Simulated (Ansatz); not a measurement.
# 3-layer 1T-PtSe2 (AA) in a perpendicular field, part 2 of 3

What dipole does a perpendicular field induce in the 3-layer 1T-PtSe2 (AA)? A positive field points along +c.

Ansatz 0.2.0; plane-wave DFT, PBEsol-D3(BJ), Ansatz PAW (the session's first sound run).

So far. Step 2 (Relaxing the slab): The lattice constant a goes from 3.750 to 3.714 Å.

## 3. Single point, field 0

A sawtooth potential applies the field, turning back in the middle of the vacuum. With the dipole correction the typed value is the field outside the slab. The induced dipole is small, so the SCF threshold is tight.

The cell differs from the one that the last finished run ended in (c 49.806 → 29.968 Å).

Contents of input.yaml:

```yaml
crystal:
  lattice:
    - [3.7139256912, 0.0, 0.0]
    - [-1.8569628456, 3.2163539963, 0.0]
    - [0.0, 0.0, 29.9680998143]
  atoms:
    - { symbol: Se, position: [0.6666666667, 0.3333333333, 0.3003193414] }
    - { symbol: Pt, position: [0.0, 0.0, 0.3436152441] }
    - { symbol: Se, position: [0.3333333333, 0.6666666667, 0.3857683015] }
    - { symbol: Se, position: [0.6666666667, 0.3333333333, 0.4575247503] }
    - { symbol: Pt, position: [0.0, 0.0, 0.5] }
    - { symbol: Se, position: [0.3333333333, 0.6666666667, 0.5424752497] }
    - { symbol: Se, position: [0.6666666667, 0.3333333333, 0.6142316985] }
    - { symbol: Pt, position: [0.0, 0.0, 0.6563847559] }
    - { symbol: Se, position: [0.3333333333, 0.6666666667, 0.6996806586] }
kpoints:
  mp_grid: { grid: [12, 12, 1] }
  band_path:
    path: [[0, 0, 0], [0.5, 0, 0], [0.33333333, 0.33333333, 0], [0, 0, 0]]
    npoints: 16
hamiltonian:
  xc: pbesol
  dispersion: d3bj
scf:
  occupations: { method: fermi_dirac, width: 0.05 }
  convergence: { dr2_threshold: 1.0e-10 }
efield:
  axis: 3
  dipole_correction: true
  ramp_position: 0.97
  ramp_width: 0.06
  amplitude: 0
output:
  dos: { projected: true, e_range: [-6, 5] }
  bader: true
  write_potential: true
  write_density: true
  volumetric_format: npy
  elf: true
```

Run with:

```console
> ansatz run input.yaml --threads 8 --pin off --max-ram 12288MiB --backend cpu --events-out ev --progress --plain --runs-dir out
```

Numbers of over 12 decimals in the logs are rounded to 6 here.

Log:

```text
[...]
Crystal: 9 atoms, lattice volume = 357.978 Å³
Basis set: ecut = 420 eV, 7049 PW (Γ)
Bands: 90, of which v1, the nominal top of the filled ones, is band 75 counted from 1 (74 counted from 0)
Symmetry: 6 space group operations
k-points: 19 of 144 (time reversal used)
[...]
SCF iter   1: F=—  HF=-69703.612842 eV  |F-HF|=—  |Δ(HF+E_count)|=         —  Δρ=3.38e-3  dr2=1.19e-1  ethr=1.77e-3  p=0.000 e·Å  D=2.65e-13 V/Å  ΔV_dip=-0.00 eV  dr2_dipole=1.05e-7  V_vac-E_F(+/−)=4.78/4.78 eV  ⟨swp⟩=8.0  Hψ=7028  notcnv=0  defer=30
efield: sawtooth ramp at fractional position 0.9700 (set: `efield.ramp_position`, or a place that a band, a saddle search or an elastic batch's reference lends), width 0.0600; the density the first Hamiltonian is built on has a dipole p = 0.000 e·Å; the dipole correction subtracts the counter field D = 2.65e-13 V/Å, which shifts the + side's vacuum level by -0.00 eV against the − side's; the planar-averaged density in the ramp window peaks in size at 6.2e-6 e/Å³
[...]
SCF iter   2: F=—  HF=-69703.624776 eV  |F-HF|=—  |Δ(HF+E_count)|=   1.19e-2  Δρ=3.91e-3  dr2=2.61e-1  ethr=7.93e-5  p=0.000 e·Å  D=3.09e-5 V/Å  ΔV_dip=-0.00 eV  dr2_dipole=2.99e-7  V_vac-E_F(+/−)=4.57/4.57 eV  ⟨swp⟩=2.9  Hψ=3591  notcnv=0  defer=117
[...]
SCF iter  10: F=-69703.595035 eV  HF=-69703.595035 eV  |F-HF|=7.28e-11  |Δ(HF+E_count)|=  5.82e-11  Δρ=4.10e-8  dr2=7.77e-12  ethr=1.00e-12  p=0.000 e·Å  D=2.66e-9 V/Å  ΔV_dip=-0.00 eV  dr2_dipole=1.02e-14  V_vac-E_F(+/−)=4.69/4.69 eV  ⟨swp⟩=12.9  Hψ=6600  notcnv=0
SCF 1 converged in 10 iterations: F = -69703.595035 eV  dr2 = 7.77e-12
[...]
NSCF: frozen V_eff on 49 k-points
efield: sawtooth ramp at fractional position 0.9700 (kept from the solve that this one continues, or follows in the run), width 0.0600; the density the first Hamiltonian is built on has a dipole p = 0.000 e·Å; the dipole correction subtracts the counter field D = 2.66e-9 V/Å, which shifts the + side's vacuum level by -0.00 eV against the − side's; the planar-averaged density in the ramp window peaks in size at 8.8e-7 e/Å³
[...]
SCF converged after 10 iterations
Free energy (F): -69703.595035 eV
[...]
Internal energy: -69703.578873 eV  (E = F + TS)
E sigma→0 (E₀):  -69703.586954 eV
Entropy (-TS):   -0.016161 eV (-1.796 meV/atom)
Fermi energy:    4.442001 eV
Dipole field:    D = -0.000000 V/Å  (p = -0.000000 e·Å, saw-weighted, corrected)
Work function:   Φ+ = 4.6881 eV   Φ− = 4.6881 eV
Levels:          The Fermi level and band energies are counted from a zero that moves with the ramp; work functions are not
[...]
--- Band table (eV; the first three rows and the last of 19) ---
  k-point 0: bands = [... 71 lower, 3.3429, 3.3429, 3.4563, 4.6306, 5.6564, 5.6564, 6.2788, 6.2788, ... 11 higher]
  k-point 1: bands = [... 71 lower, 3.2095, 3.3621, 4.0297, 4.4931, 5.5081, 5.5201, 5.7944, 6.1807, ... 11 higher]
  k-point 2: bands = [... 71 lower, 3.0853, 3.3348, 3.5934, 4.2538, 5.2268, 5.2589, 5.2820, 5.9397, ... 11 higher]
  k-point 18: bands = [... 71 lower, 2.1946, 2.1946, 2.5739, 2.5739, 4.5480, 4.5480, 5.4619, 5.4619, ... 11 higher]
--- Bader charges: 9 sites ---
  site symbol  charge [e]  shift [e]
     0     Se     -0.0472     0.0028
     1     Pt      0.0452     0.0059
     2     Se     -0.0009     0.0031
     3     Se     -0.0067     0.0029
     4     Pt      0.0194     0.0058
     5     Se     -0.0067     0.0029
     6     Se     -0.0009     0.0031
     7     Pt      0.0452     0.0059
     8     Se     -0.0473     0.0028
  estimated error of the sums over rays = 6.7e-4 e
```

The job ended after 38 s (8 threads of Arm Neoverse V1, shared host; peak memory 2.3 GiB; 5 min of CPU time).

This step gave:

- energy at zero smearing: -69703.5870 eV
- work function, upper face: 4.688 eV
- dipole along the normal: -1.96e-7 e·Å

Running mean over a fixed 2.6 Å (it still follows the layers) of the planar mean; the ramp of the sawtooth is left out. The electron's electrostatic potential energy less the Fermi level by z:

```tsv
z (Å)	electron's electrostatic potential energy less the Fermi level (eV)
4	4.69
5	4.69
6	4.65
7	3.91
8	0.848
9	-4.74
10	-8.81
11	-8.12
12	-3.65
13	-2.90
14	-7.02
15	-9.10
16	-6.86
17	-2.84
18	-3.76
19	-8.23
20	-8.78
21	-4.53
22	0.968
23	3.98
24	4.65
25	4.69
26	4.69
```

The density of states has structure finer than the step of the table below, so its rows give means over 0.2 eV, whole bins alone (the curve runs from -6 to 1.99 eV). Peaks (eV: height): -5.83: 14.3, -4.70: 18.2, -3.57: 16.0, -3.41: 31.8, 0.78: 16.3, 1.22: 10.8, 1.75: 11.4.

The density of states by energy, zero at the Fermi level; means over each step:

energy (eV), density of states (states/eV a cell) and a bar:
```
     -5.8        9.0 ###############
     -5.6        6.9 ###########
     -5.4        5.1 ########
     -5.2        6.5 ##########
     -5.0        6.3 ##########
     -4.8       10.7 #################
     -4.6       13.6 ######################
     -4.4       11.2 ##################
     -4.2        7.4 ############
     -4.0        2.6 ###
     -3.8        4.1 ######
     -3.6       12.7 #####################
     -3.4       18.0 ##############################
     -3.2        7.4 ############
     -3.0        5.9 #########
     -2.8        7.0 ###########
     -2.6        6.7 ###########
     -2.4        8.1 #############
     -2.2        8.5 ##############
     -2.0        7.3 ############
     -1.8        7.2 ###########
     -1.6        6.3 ##########
     -1.4        7.0 ###########
     -1.2        4.7 #######
     -1.0        2.2 ###
     -0.8        1.9 ##
     -0.6        1.4 ##
     -0.4        1.2 #
     -0.2        0.6 
      0.0        0.9 #
      0.2        6.2 ##########
      0.4        2.3 ###
      0.6        4.7 #######
      0.8        8.0 #############
      1.0        6.3 ##########
      1.2        6.0 #########
      1.4        4.4 #######
      1.6        5.5 #########
      1.8        7.2 ###########
```

Projected DOS per atom over height of the atomic layer and energy from the Fermi level. Layers: Se Pt Se Se Pt Se Se Pt Se from below.

Ten even steps from '0' (0.04 states/eV) to '9' (3.97 states/eV), each cell a mean:
```
111212111
111000111
212000212
111111111
000111000
000000000
000000000
000000000
100101001
212101212
211111112
221222122
221121122
121121121
171141171
060191060
010010010
061161160
251151152
120121021
120020021
141131141
```
Columns: height of the atomic layer (Å) from 9 to 21.0 (not evenly spaced); rows upwards: energy from the Fermi level (eV) from -5.96 to 1.96.

The electronic bands at the labelled points (eV, zero at the Fermi level):

```tsv
point	band 72	band 73	band 74	band 75	band 76	band 77	band 78	band 79
Γ	-1.10	-1.10	-0.99	0.19	1.21	1.21	1.84	1.84
halfway	-1.46	-1.35	-1.32	-0.69	0.08	0.70	0.86	1.47
M	-3.02	-2.81	-2.34	-1.53	0.72	0.78	1.42	1.61
halfway	-2.44	-2.20	-1.81	-1.61	0.33	0.77	0.89	1.23
K	-2.25	-2.25	-1.87	-1.87	0.11	0.11	1.02	1.02
halfway	-1.60	-1.56	-1.27	-0.70	0.21	0.59	0.75	0.96
Γ	-1.10	-1.10	-0.99	0.19	1.21	1.21	1.84	1.84
```

Valence density in the ca plane at fractional y = 0.000, with atoms of Pt within 0.2 Å of it. It is the smooth field of the valence electrons, not physical close to the nuclei.

Ten steps, logarithmic in the rise over the least value, from '0' (0 e/Å³) to '9' (11 e/Å³), each cell a mean:
```
00000000000000000001247998631000125799853100
00000000000000000001235776421100123577642110
00000000000000000011223444322111123344332211
00000000000000000012222222222212222222222221
00000000000000000112332222232222233222223222
00000000000000000112332222232222233222223222
00000000000000000012223333322111222333332211
00000000000000000001234665321111123466532111
00000000000000000001236897521000124789752100
00000000000000000001248999631000125899863100
```
Columns run along c (16.0 Å, from fractional 0.06 to 0.59 of the cell), rows up along a (3.7 Å). Atoms in or near the plane, at fractional coordinates: Pt at (0.34, 0.00), Pt at (0.50, 0.00).

ELF in the ca plane at fractional y = 0.000, with atoms of Pt within 0.2 Å of it. It is the smooth field of the valence electrons, not physical close to the nuclei.

Ten even steps from '0' (0.00) to '9' (0.68), each cell a mean:
```
00000000000000000002358999642000135899964200
00000000000000000012345786443101234578644210
00000000000000001345654444565212465444456521
00000000000000024688875334787423687533478742
00000000000000135899985324788634888532478853
00000000000000125899985324788534787532478853
00000000000000012567775434676323576543467632
00000000000000000124444665443111344466444310
00000000000000000012346998542100234799753210
00000000000000000002369999742000246999974200
```
Columns run along c (16.0 Å, from fractional 0.06 to 0.59 of the cell), rows up along a (3.7 Å). Atoms in or near the plane, at fractional coordinates: Pt at (0.34, 0.00), Pt at (0.50, 0.00).

Electrostatic potential energy in the ca plane at fractional y = 0.000, with atoms of Pt within 0.2 Å of it. With pseudopotentials it is smooth inside the atoms' cores, unlike the true potential.

Values in eV, 6 rows by 16 columns, each cell a mean:
```
  9   9   9   9   9   9   9   2 -50 -29   7   8 -10 -56 -10   8
  9   9   9   9   9   9   8   4  -7  -1   6   6   2  -9   2   6
  9   9   9   9   9   9   7   1   5   3   2   4   1   5   1   4
  9   9   9   9   9   9   7   2   4   3   3   5   2   4   2   5
  9   9   9   9   9   9   8   5 -20  -8   6   7   0 -24   0   7
  9   9   9   9   9   9   9   1 -56 -35   7   8 -14 -61 -14   8
```
Columns run along c (16.0 Å, from fractional 0.06 to 0.59 of the cell; values clipped at the 3rd and 97th percentile), rows up along a (3.7 Å). Atoms in or near the plane, at fractional coordinates: Pt at (0.34, 0.00), Pt at (0.50, 0.00).

The work function of the upper face is 4.69 eV.

## 4. Atoms held, field 0.05 V/Å

input.yaml: that of step 3 with these lines changed.

```diff
@@ -31,6 +31,4 @@
   ramp_width: 0.06
-  amplitude: 0
+  amplitude: 0.05
 output:
-  dos: { projected: true, e_range: [-6, 5] }
-  bader: true
   write_potential: true
@@ -38,2 +36 @@
   volumetric_format: npy
-  elf: true
```

Log:

```text
[...]
Crystal: 9 atoms, lattice volume = 357.978 Å³
Basis set: ecut = 420 eV, 7049 PW (Γ)
Bands: 90, of which v1, the nominal top of the filled ones, is band 75 counted from 1 (74 counted from 0)
Symmetry: 6 space group operations
k-points: 19 of 144 (time reversal used)
[...]
k-point 0: bands = [... 71 lower, 3.3429, 3.3429, 3.4562, 4.6305, 5.6563, 5.6563, 6.2787, 6.2787, ... 11 higher]
  k-point 1: bands = [... 71 lower, 3.2097, 3.3621, 4.0295, 4.4930, 5.5079, 5.5200, 5.7943, 6.1805, ... 11 higher]
  k-point 2: bands = [... 71 lower, 3.0856, 3.3348, 3.5933, 4.2537, 5.2264, 5.2588, 5.2821, 5.9396, ... 11 higher]
  k-point 18: bands = [... 71 lower, 2.1940, 2.1950, 2.5700, 2.5776, 4.5446, 4.5511, 5.4618, 5.4618, ... 11 higher]
[key lines of the parts left out:]
SCF converged after 12 iterations
Free energy (F): -69703.596195 eV
Fermi energy:    4.441868 eV
Dipole field:    D = 0.023459 V/Å  (p = 0.046410 e·Å, saw-weighted, corrected)
```

It took 28 s on 8 threads; peak memory 2.1 GiB; 3.7 min of CPU time.

The dipole is 0.0464 e·Å.

## 5. Atoms held, field -0.05 V/Å

input.yaml: that of step 4 with these lines changed.

```diff
@@ -31,3 +31,3 @@
   ramp_width: 0.06
-  amplitude: 0.05
+  amplitude: -0.05
 output:
```

Log:

```text
[...]
Crystal: 9 atoms, lattice volume = 357.978 Å³
Basis set: ecut = 420 eV, 7049 PW (Γ)
Bands: 90, of which v1, the nominal top of the filled ones, is band 75 counted from 1 (74 counted from 0)
Symmetry: 6 space group operations
k-points: 19 of 144 (time reversal used)
[...]
k-point 0: bands = [... 71 lower, 3.3429, 3.3429, 3.4562, 4.6305, 5.6563, 5.6563, 6.2787, 6.2787, ... 11 higher]
  k-point 1: bands = [... 71 lower, 3.2097, 3.3621, 4.0295, 4.4930, 5.5079, 5.5200, 5.7943, 6.1805, ... 11 higher]
  k-point 2: bands = [... 71 lower, 3.0856, 3.3348, 3.5933, 4.2537, 5.2264, 5.2588, 5.2821, 5.9396, ... 11 higher]
  k-point 18: bands = [... 71 lower, 2.1940, 2.1950, 2.5700, 2.5776, 4.5446, 4.5511, 5.4618, 5.4618, ... 11 higher]
[key lines of the parts left out:]
SCF converged after 12 iterations
Free energy (F): -69703.596195 eV
Fermi energy:    4.441868 eV
Dipole field:    D = -0.023460 V/Å  (p = -0.046411 e·Å, saw-weighted, corrected)
```

Wall time 28 s (8 threads); peak memory 2.1 GiB; 3.7 min of CPU time.

The dipole is -0.0464 e·Å.

## 6. Atoms held, field 0.1 V/Å

input.yaml: that of step 5 with these lines changed.

```diff
@@ -31,3 +31,3 @@
   ramp_width: 0.06
-  amplitude: -0.05
+  amplitude: 0.1
 output:
```

Log:

```text
[...]
Crystal: 9 atoms, lattice volume = 357.978 Å³
Basis set: ecut = 420 eV, 7049 PW (Γ)
Bands: 90, of which v1, the nominal top of the filled ones, is band 75 counted from 1 (74 counted from 0)
Symmetry: 6 space group operations
k-points: 19 of 144 (time reversal used)
[...]
k-point 0: bands = [... 71 lower, 3.3428, 3.3428, 3.4559, 4.6302, 5.6559, 5.6559, 6.2783, 6.2783, ... 11 higher]
  k-point 1: bands = [... 71 lower, 3.2100, 3.3620, 4.0292, 4.4927, 5.5075, 5.5195, 5.7940, 6.1802, ... 11 higher]
  k-point 2: bands = [... 71 lower, 3.0865, 3.3346, 3.5930, 4.2534, 5.2253, 5.2584, 5.2825, 5.9393, ... 11 higher]
  k-point 18: bands = [... 71 lower, 2.1931, 2.1951, 2.5661, 2.5812, 4.5409, 4.5540, 5.4615, 5.4615, ... 11 higher]
[key lines of the parts left out:]
SCF converged after 12 iterations
Free energy (F): -69703.599676 eV
Fermi energy:    4.441463 eV
Dipole field:    D = 0.046920 V/Å  (p = 0.092821 e·Å, saw-weighted, corrected)
```

Wall time 29 s (8 threads); peak memory 2.1 GiB.

The dipole is 0.0928 e·Å.

## 7. Atoms held, field 0.2 V/Å

input.yaml: that of step 6 with these lines changed.

```diff
@@ -31,3 +31,3 @@
   ramp_width: 0.06
-  amplitude: 0.1
+  amplitude: 0.2
 output:
```

Log:

```text
[...]
Crystal: 9 atoms, lattice volume = 357.978 Å³
Basis set: ecut = 420 eV, 7049 PW (Γ)
Bands: 90, of which v1, the nominal top of the filled ones, is band 75 counted from 1 (74 counted from 0)
Symmetry: 6 space group operations
k-points: 19 of 144 (time reversal used)
[...]
k-point 0: bands = [... 71 lower, 3.3426, 3.3426, 3.4545, 4.6289, 5.6543, 5.6543, 6.2768, 6.2768, ... 11 higher]
  k-point 1: bands = [... 71 lower, 3.2112, 3.3616, 4.0276, 4.4916, 5.5060, 5.5176, 5.7926, 6.1787, ... 11 higher]
  k-point 2: bands = [... 71 lower, 3.0897, 3.3341, 3.5920, 4.2522, 5.2212, 5.2569, 5.2838, 5.9381, ... 11 higher]
  k-point 18: bands = [... 71 lower, 2.1907, 2.1947, 2.5578, 2.5881, 4.5328, 4.5590, 5.4602, 5.4603, ... 11 higher]
[key lines of the parts left out:]
SCF converged after 12 iterations
Free energy (F): -69703.613600 eV
Fermi energy:    4.439839 eV
Dipole field:    D = 0.093848 V/Å  (p = 0.185662 e·Å, saw-weighted, corrected)
```

Wall time 28 s (8 threads); peak memory 2.1 GiB.

The dipole is 0.186 e·Å.

## 8. Single point, field 0.3 V/Å

input.yaml: that of step 7 with these lines changed.

```diff
@@ -31,4 +31,6 @@
   ramp_width: 0.06
-  amplitude: 0.2
+  amplitude: 0.3
 output:
+  dos: { projected: true, e_range: [-6, 5] }
+  bader: true
   write_potential: true
@@ -36 +38,2 @@
   volumetric_format: npy
+  elf: true
```

Log:

```text
[...]
Crystal: 9 atoms, lattice volume = 357.978 Å³
Basis set: ecut = 420 eV, 7049 PW (Γ)
Bands: 90, of which v1, the nominal top of the filled ones, is band 75 counted from 1 (74 counted from 0)
Symmetry: 6 space group operations
k-points: 19 of 144 (time reversal used)
[...]
--- Bader charges: 9 sites ---
  site symbol  charge [e]  shift [e]
     0     Se     -0.0686     0.0028
     1     Pt      0.0454     0.0059
     2     Se      0.0027     0.0031
     3     Se     -0.0100     0.0029
     4     Pt      0.0194     0.0058
     5     Se     -0.0034     0.0029
     6     Se     -0.0046     0.0031
     7     Pt      0.0450     0.0059
     8     Se     -0.0258     0.0028
  estimated error of the sums over rays = 7.0e-4 e
[key lines of the parts left out:]
SCF converged after 13 iterations
Free energy (F): -69703.636811 eV
Fermi energy:    4.437112 eV
Dipole field:    D = 0.140800 V/Å  (p = 0.278546 e·Å, saw-weighted, corrected)
```

Run time: 40 s. Hardware: 8 threads; peak memory 2.3 GiB.

The dipole is 0.279 e·Å.

## 9. Response, atoms held

This step: plane-wave DFT, PBEsol-D3(BJ), Ansatz PAW; response to a field along the normal, atoms held (Ansatz 0.2.0).

The dipoles give the slope, and the difference of two potentials shows where the field is screened.

Numbers from this step:

```
equivalent conductor thickness p/(ε₀AE) : 14.06 Å
distance between the outer atoms        : 11.97 Å
```

Table of dipole of the cell by applied field:

```tsv
applied field (V/Å)	dipole of the cell (e·Å)
-0.050	-0.0464
0.000	0
0.050	0.0464
0.100	0.0928
0.200	0.186
0.300	0.279
```

Local field over the applied field, running mean. From the potentials at -0.05 and 0.05 V/Å; running mean over 2.5 Å. Local field over applied field against z:

z (Å), local field over applied field and a bar:
```
        5      0.994 ##############################
        6      0.959 #############################
        7      0.787 ########################
        8      0.454 ##############
        9      0.141 ####
       10      0.018 
       11      0.016 
       12      0.033 #
       13      0.034 #
       14      0.016 
       15      0.004 
       16      0.016 
       17      0.035 #
       18      0.032 #
       19      0.015 
       20      0.019 
       21      0.149 ####
       22      0.466 ##############
       23      0.796 ########################
       24      0.962 #############################
       25      0.995 ##############################
```

Electrons, planar mean, per unit field. Table of induced electron density by z:

z (Å), induced electron density (e/Å³ per V/Å) and a bar from the least value:
```
        5    0.00003 ###############
        6    0.00020 ################
        7    0.00125 #####################
        8    0.00332 ##############################
        9    0.00099 ####################
       10   -0.00011 ###############
       11    0.00003 ###############
       12   -0.00013 ##############
       13    0.00011 ################
       14    0.00016 ################
       15   -0.00001 ###############
       16   -0.00017 ##############
       17   -0.00011 ###############
       18    0.00016 ################
       19   -0.00006 ###############
       20    0.00013 ################
       21   -0.00103 ##########
       22   -0.00334 
       23   -0.00118 ##########
       24   -0.00018 ##############
       25   -0.00002 ###############
```

By hand: between -0.05 and 0.05 V/Å the dipole changes by 0.09282 e·Å, a slope of 0.9282 e·Å²/V. A perfect conductor of thickness t has p = ε₀AEt, so t = 180.95 × 0.9282 / 11.945 = 14.06 Å (e/ε₀ = 180.95 V·Å, A in Å²).

The induced dipole is that of a conductor 14.06 Å thick.

(Part 2 of 3 ends here.)

[Logs are printed without paths, hosts, clocks, repeated set-up lines and the standing remarks that a program may print on its own settings, such as how far it seeks lower states.]

[Hosts, paths, dates, database ids (printed as entryN), source tags and the programs' standing remarks are cut or masked in the printed files.]

[Maps of the electrostatic potential energy from Ansatz leave out the sawtooth potential of an applied field or a dipole correction, so their vacuum need not be flat; planar profiles and work functions include it.]

[The density of states shown here was stored with 400 of the rows of the run's finer table, so its peaks can read low, often by over a quarter, or be missed, and its means over a window can be off by a tenth or more.]
